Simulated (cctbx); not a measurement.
# Accept or mend?

Cell a = 8.6780 Å, b = 8.6780 Å, c = 24.2310 Å, α = 90.00°, β = 90.00°, γ = 90.00°; space group I4_1md (no. 109).

The data are simulated with cctbx, not measured: Ag Kα, λ = 0.56087 Å, to d = 0.84 Å, 95 % of the full sphere, strongest reflection 40000 counts, noise from counting, a 4 % proportional error and a noise floor of 15 counts (s.d.); no absorption, and some extinction, which the refinements don't model.

An anisotropic refinement with weights 1/σ² prints:

```text
Rint 0.034, 929 unique reflections to 0.84 A
cycle     R1     wR2    GooF  max shift (A)
   1  0.0925  0.2519   9.484   0.14183
  12  0.0392  0.1103   4.152   0.00190
final R1 0.0390 wR2 0.1102 GooF 4.150  parameters 60  data/parameter 15.5
atom        x        y        z      Ueq    occ   su(xyz)  su(Uiso or U11)
Bi1    0.50000  0.00000  0.91953  -0.0011  1.000  0.00008  0.0013  NPD
Bi2    0.00000  0.50000  0.07892   0.0047  1.000  0.00011  0.0014
Tb1    0.50000  0.50000  0.84027   0.0013  1.000  0.00014  0.0017  NPD
Fe1    0.00000  0.50000  0.25019   0.0110  1.000  0.00084  0.0040  NPD
Fe2    0.50000  0.50000  0.16013  -0.0088  1.000  0.00040  0.0040  NPD
Fe3    0.50000  0.50000  0.00366   0.0344  1.000  0.00080  0.0076  NPD
S1     0.79467  0.00000  0.91426   0.0063  1.000  0.00148  0.0054
S2     0.50000  0.80152  0.83322   0.0072  1.000  0.00135  0.0047
S3     0.50000  0.80686  0.16460   0.0036  1.000  0.00150  0.0053
S4     0.50000  0.80268  0.00196   0.0075  1.000  0.00079  0.0026
S5     0.20115  0.00000  0.75055   0.0068  1.000  0.00071  0.0027
S6     0.70132  0.50000  0.08482   0.0110  1.000  0.00145  0.0055
difference map: max 5.33 min -5.33 rms 0.42
Q1    0.0000  0.0000  0.3202    4    5.42  0.49 A from Tb1
Q2    0.0000  0.0000  0.1698    4    2.83  0.01 A from Bi1
Q3    0.0000  0.0000  0.8312    4    2.54  0.06 A from Bi2
Q4    0.0000  0.0000  0.6794    4    2.34  0.47 A from Fe2
Q5    0.0000  0.0940  0.5292    8    1.30  1.02 A from Fe3
Q6    0.0000  0.4098  0.7814    8    1.24  1.03 A from Fe3
```

Q: Accept it or mend it, and why?

Mend it. The fault: wrong element: Tb1 is Bi. Against the right model at the same level, R1 goes from 0.0142 to 0.0390 and GooF from 1.12 to 4.15, U of Fe2 shrinks from 0.0068 to -0.0088 Å², U of Fe3 swells from 0.0064 to 0.0344 Å², the top difference peak, 5.4 e/Å³, lies 0.49 Å from Tb1, a hole of -5.3 e/Å³ opens and Bi1, Tb1, Fe1, Fe2 and Fe3 go non-positive-definite. Tb1 has 18 electrons too few and its U shrinks to make up, as expected.

The compound is FeBiS4. The right model at the same level gives:

```text
Rint 0.034, 929 unique reflections to 0.84 A
cycle     R1     wR2    GooF  max shift (A)
   1  0.0179  0.0396   1.491   0.00300
   4  0.0142  0.0297   1.116   0.00039
final R1 0.0142 wR2 0.0297 GooF 1.116  parameters 60  data/parameter 15.5
atom        x        y        z      Ueq    occ   su(xyz)  su(Uiso or U11)
Bi1    0.50000  0.00000  0.91893   0.0026  1.000  0.00002  0.0004
Bi2    0.00000  0.50000  0.07871   0.0023  1.000  0.00003  0.0004
Bi3    0.50000  0.50000  0.84106   0.0049  1.000  0.00003  0.0003
Fe1    0.00000  0.50000  0.24674   0.0065  1.000  0.00023  0.0016
Fe2    0.50000  0.50000  0.16605   0.0068  1.000  0.00017  0.0020
Fe3    0.50000  0.50000  0.00410   0.0064  1.000  0.00020  0.0013
S1     0.79493  0.00000  0.91466   0.0059  1.000  0.00045  0.0015
S2     0.50000  0.79980  0.83294   0.0039  1.000  0.00028  0.0010
S3     0.50000  0.80792  0.16496   0.0036  1.000  0.00044  0.0013
S4     0.50000  0.80043  0.00220   0.0044  1.000  0.00025  0.0008
S5     0.20030  0.00000  0.75107   0.0053  1.000  0.00024  0.0009
S6     0.69938  0.50000  0.08481   0.0070  1.000  0.00030  0.0010
Flack x: 0.02(2)
Hooft y: 0.018(18)  Bijvoet pairs: 452
difference map: max 0.63 min -1.94 rms 0.22
Q1    0.0000  0.1126  0.3959    8    0.69  1.65 A from Bi3
Q2    0.0000  0.4468  0.1500    8    0.62  1.36 A from S1
Q3    0.0000  0.3693  0.7687    8    0.56  1.19 A from Fe3
Q4    0.0738  0.3214  0.8737   16    0.56  1.15 A from S6
Q5    0.0000  0.1014  0.8849    8    0.56  1.62 A from Bi2
Q6    0.1800  0.2040  0.5866   16    0.50  1.78 A from S6
```

Isotropic U is held between 0.0001 and 1 Å² by the program, and listed peak heights are interpolated, so they can pass the grid's maximum.

The model is made up (kin elements in a known structure type, no relaxation), so it says nothing on whether the phase exists.

[Middle refinement cycles are left out of these outputs.]

[Logs are printed without paths, hosts, clocks, repeated set-up lines and the standing remarks that a program may print on its own settings, such as how far it seeks lower states.]
